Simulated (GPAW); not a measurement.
# A GW chain in GPAW: PtSe2 (1T monolayer), part 2 of 2

Wanted: ground state, empty states, screening and self-energy for PtSe2 (1T monolayer).

GPAW 26.7.0; LDA and many-body steps on it, plane waves. Known limits of the many-body steps: not at the basis limit; no spin polarisation; d states lean on the start; no spin-orbit coupling.

So far. Step 4 (Bands along the symmetry lines): The gap is 1.364 eV, +0.018 eV from the run before at this level. Step 5 (Empty states on the mesh, 9×9×1 mesh, 383 bands): On this mesh the gap is 1.346 eV.

**6. Screening and self-energy, 9×9×1 mesh, 173 bands, screening to 60 eV**

G0W0 replaces the xc potential by the self-energy, built once from these orbitals. Only a window of levels is corrected, while the sums run over the empty bands that the input names.

This step: G0W0 on LDA, plane waves, PAW.

File run.py:

```python
import json
import numpy as np
from gpaw.mpi import world
from gpaw.response.g0w0 import G0W0

gw = G0W0('full.gpw',
    filename='gw',
    kpts=[0, 3],
    bands=(12, 16),
    ecut=60,
    nbands=173,
    truncation='2D',
    integrate_gamma='sphere',
    q0_correction=True,
    frequencies={'type': 'nonlinear', 'domega0': 0.15, 'omega2': 15.0},
    eta=0.1,
    nblocksmax=True)
gw.calculate()
res = {mode: {k: v for k, v in r.items() if k != 'sigma_eskwn'}
       for mode, r in gw.all_results.items()}

if world.rank == 0:
    with open('result.json', 'w') as f:
        json.dump(res, f, default=lambda x: x.tolist())
```

On the command line:

```console
$ mpirun -n 16 gpaw python run.py
```

Numbers of over 12 decimals in the logs are rounded to 6 here.

Log:

```text
Using integrator: PointIntegrator
NonLinearFrequencyDescriptor(from 0.000 to 110.916 eV, 183 points)
Nonperiodic BCs:  [False False  True]
Using integrator: PointIntegrator
NonLinearFrequencyDescriptor(from 0.000 to 110.916 eV, 183 points)
Nonperiodic BCs:  [False False  True]
Applying analytical 2D correction to W:
    Evaluating Gamma point contribution to W on a 17x17x1 grid
  ___  _ _ _
 |   || | | |
 | | || | | |
 |__ ||_____|
 |___|

BZ k-points: Symmetries present (total): 12

  [... matrices ...]
81 k-points: 9 x 9 x 1 Monkhorst-Pack grid
12 k-points in the irreducible part of the Brillouin zone
       k-points in crystal coordinates                weights
   0:     0.00000000    0.00000000    0.00000000          1/81
   1:     0.11111111    0.00000000    0.00000000          6/81
   2:     0.22222222   -0.11111111    0.00000000          6/81
   3:     0.22222222    0.00000000    0.00000000          6/81
   4:     0.33333333   -0.11111111    0.00000000         12/81
   5:     0.33333333    0.00000000    0.00000000          6/81
   6:     0.33333333    0.33333333    0.00000000          2/81
   7:     0.44444444   -0.22222222    0.00000000          6/81
   8:     0.44444444   -0.11111111    0.00000000         12/81
   9:     0.44444444    0.00000000    0.00000000          6/81
          ...
  11:     0.44444444    0.44444444    0.00000000          6/81

Distributing spins, k-points and bands (1 x 2 x 4) over 2 processes
Number of blocks: 8

Quasi particle states:
k-points (IBZ indices): [0, 3]
Band range: (12, 16)
  [... matrices ...]
Computational parameters:
Plane wave cut-off: 60 eV
Number of bands: 173
Coulomb cutoff: 2D
Broadening: 0.1 eV

fxc modes: GW
Kernel: RPA
Using full-frequency real axis integration
Summing all q:

Calculating screened Coulomb potential
2D Coulomb truncation
NonLinearFrequencyDescriptor(from 0.000 to 110.916 eV, 183 points)
Removing empty qpoint cache files...

Calculating chi0 body with:
    Ground state adapter containing:
    Number of spins: 1
    Number of kpoints: 81
    Number of irreducible kpoints: 12
    Number of completely occupied states: 14
    Number of partially occupied states: 14
    Occupied states memory: 4.844970703125 M / cpu

    Linear response parametrization:
    q_c: [0.0, 0.0, 0.0]
    Number of frequency points: 183
    Planewave cutoff: 60.0
    Number of bands: 173
    Number of planewaves: 167
    Broadening (eta): 0.1
    comm.size: 16
    kncomm.size: 2
    blockcomm.size: 8

    Memory estimate of potentially large arrays:
        chi0_wGG: 9.734510 M / cpu
Integrating chi0 body.

Symmetries of q_c:
    Direct symmetries (Uq -> q): 12
    Indirect symmetries (TUq -> q): 0
In total 12 allowed symmetries.

  [... matrices ...]
12 groups of equivalent kpoints. 85.185185% reduction.

Integral kind: spectral function
Integrating chi0 head and wings.

Symmetries of q_c:
    Direct symmetries (Uq -> q): 12
    Indirect symmetries (TUq -> q): 0
In total 12 allowed symmetries.

  [... matrices ...]
12 groups of equivalent kpoints. 85.185185% reduction.

Integral kind: spectral function wings

Calculating chi0 body with:
    Ground state adapter containing:
    Number of spins: 1
    Number of kpoints: 81
    Number of irreducible kpoints: 12
    Number of completely occupied states: 14
    Number of partially occupied states: 14
    Occupied states memory: 4.844970703125 M / cpu

[... the further q-points ...]

Results:
f:      Occupation numbers
eps:     KS-eigenvalues [eV]
vxc:     KS vxc [eV]
exx:     Exact exchange [eV]
sigma:   Self-energies [eV]
dsigma:  Self-energy derivatives
Z:       Renormalization factors
qp:      QP-energies [eV]

k-point 0 (0): (0.000, 0.000, 0.000)                GW
band       f     eps     vxc     exx   sigma  dsigma       Z      qp
                                                                   GW
  12   1.000  -1.120 -16.604 -17.829   1.262  -0.379   0.725  -1.093
  13   1.000  -1.120 -16.604 -17.829   1.262  -0.379   0.725  -1.093
  14   0.000   2.007 -21.117 -17.192  -2.252  -0.349   0.741   3.247
  15   0.000   2.007 -21.117 -17.192  -2.252  -0.349   0.741   3.247

k-point 1 (3): (0.222, 0.000, 0.000)                GW
band       f     eps     vxc     exx   sigma  dsigma       Z      qp
                                                                   GW
  12   1.000  -1.368 -18.577 -20.484   1.976  -0.387   0.721  -1.319
  13   1.000  -1.321 -15.549 -17.150   1.490  -0.407   0.711  -1.399
  14   0.000   0.226 -19.307 -16.065  -1.807  -0.363   0.734   1.279
  15   0.000   1.563 -20.264 -16.282  -2.385  -0.345   0.743   2.750
```

It took 87 s on 16 MPI ranks of Arm Neoverse V2, shared host; peak memory 5.8 GiB; 21 min of CPU time.

This step gave:

- G0W0 gap on the points computed: 2.373 eV
- least direct G0W0 gap on the computed points: 2.598 eV
- Z at the valence top: 0.7249
- Z at the conduction bottom: 0.7338
- starting gap on the mesh: 1.346 eV
- k of the valence top: 0, 0, 0
- k of the conduction bottom: 0.2222, 0, 0

The gap on the mesh goes from 1.35 eV to 2.37 eV, a correction of +1.03 eV.

Limits: finite bands, cutoff and mesh; no spin polarisation; d states lean on the start; no spin-orbit coupling. v1 is the top filled band, c1 the lowest empty one. Levels before and after the correction, in eV, zero at the valence-band top of each column:

```csv
,conduction bottom,valence top
Kohn-Sham,1.35,0.00
G0W0,2.37,0.00
```

```csv
,level,energy (eV)
Kohn-Sham,Γ v2-v1,0.000
Kohn-Sham,Γ c1-c2,3.128
Kohn-Sham,(0.222 0 0) v2,-0.248
Kohn-Sham,(0.222 0 0) v1,-0.201
Kohn-Sham,(0.222 0 0) c1,1.346
Kohn-Sham,(0.222 0 0) c2,2.683
G0W0,Γ v2-v1,0.000
G0W0,Γ c1-c2,4.340
G0W0,(0.222 0 0) v2,-0.226
G0W0,(0.222 0 0) v1,-0.306
G0W0,(0.222 0 0) c1,2.373
G0W0,(0.222 0 0) c2,3.844
```

**7. Where the time went**

Times are wall times on the hardware named with each run, good to a factor of about two.

```csv
step,time,share,memory (GiB)
relaxation,26 s,15 %,3.3
ground state,4.8 s,3 %,2.3
bands along the symmetry lines,6 s,3 %,2.8
empty states on the mesh,56 s,31 %,12
screening and self-energy,87 s,48 %,5.8
```

**8. Outcome**

```yaml
lda_gap: 1.35 eV, indirect
g0w0_gap_on_the_mesh: 2.37 eV
gw_settings: 9×9×1 mesh, 173 bands, screening to 60 eV, full frequency, Hilbert transform
known_limits: not at the basis limit; no spin polarisation; d states lean on the start; no spin-orbit coupling
```

What this shows: G0W0 moves the gap on the mesh from 1.35 eV to 2.37 eV (+1.03 eV), with Z of 0.72 and 0.73 at the edges. Only 2 of the mesh's irreducible points were corrected, so a valley elsewhere could overtake. The dearest step here is «screening and self-energy». Against experiment, by G0W0@LDA: the gap of 2.37 eV lies +0.47 eV from the measured 1.9 ± 0.05 eV (electronic, 8.5 K, on bilayer graphene on SiC(0001), 2023); the direct gap of 2.60 eV lies +0.60 eV from the measured 2 ± 0.1 eV (exciton, on HOPG, quoted 2023); the gap of 2.37 eV lies +0.42 eV from the measured 1.95 ± 0.05 eV (electronic, on bilayer graphene on SiC(0001), 2023). An exciton line or allowed optical edge lies below the quasiparticle gap by the binding energy; a forbidden edge can push the onset above it. The computed sheet is free-standing; a substrate or cover screens it further and lowers both gap and binding, while the exciton line moves little. The calculation has static nuclei and no excitons; a measured gap holds zero-point and thermal motion, which mostly lowers it. With atoms this heavy the missing spin-orbit coupling can matter too. Bands and cutoff are finite, so the gap is not at the basis limit. The miss can reach some tenths of an eV and take either sign; the mesh is an error of its own. These stock PAW sets were not made for GW; the filled d or f shell of Se lies in the frozen core, which bears on start and correction. In the G0W0 run levels were corrected at 2 k points alone, so a gap called «on the mesh» is the least over those, and an edge elsewhere would be missed. The runs have no spin polarisation. For a closed low-spin shell that is the natural state; where a d or f shell is open it is a constraint, and the gap is then not the crystal's own. With d states at the gap, one-shot GW leans hard on its start.

[Paths, hosts, dates, memory and timing lines, banners, echoed tables and standing remarks are left out of the program output.]

[Logs are printed without paths, hosts, clocks, repeated set-up lines and the standing remarks that a program may print on its own settings, such as how far it seeks lower states.]

[Runs of the session that timed out or met a known fault of the program may be left out.]

[Hosts, paths, dates, database ids (printed as entryN), source tags and the programs' standing remarks are cut or masked in the printed files.]
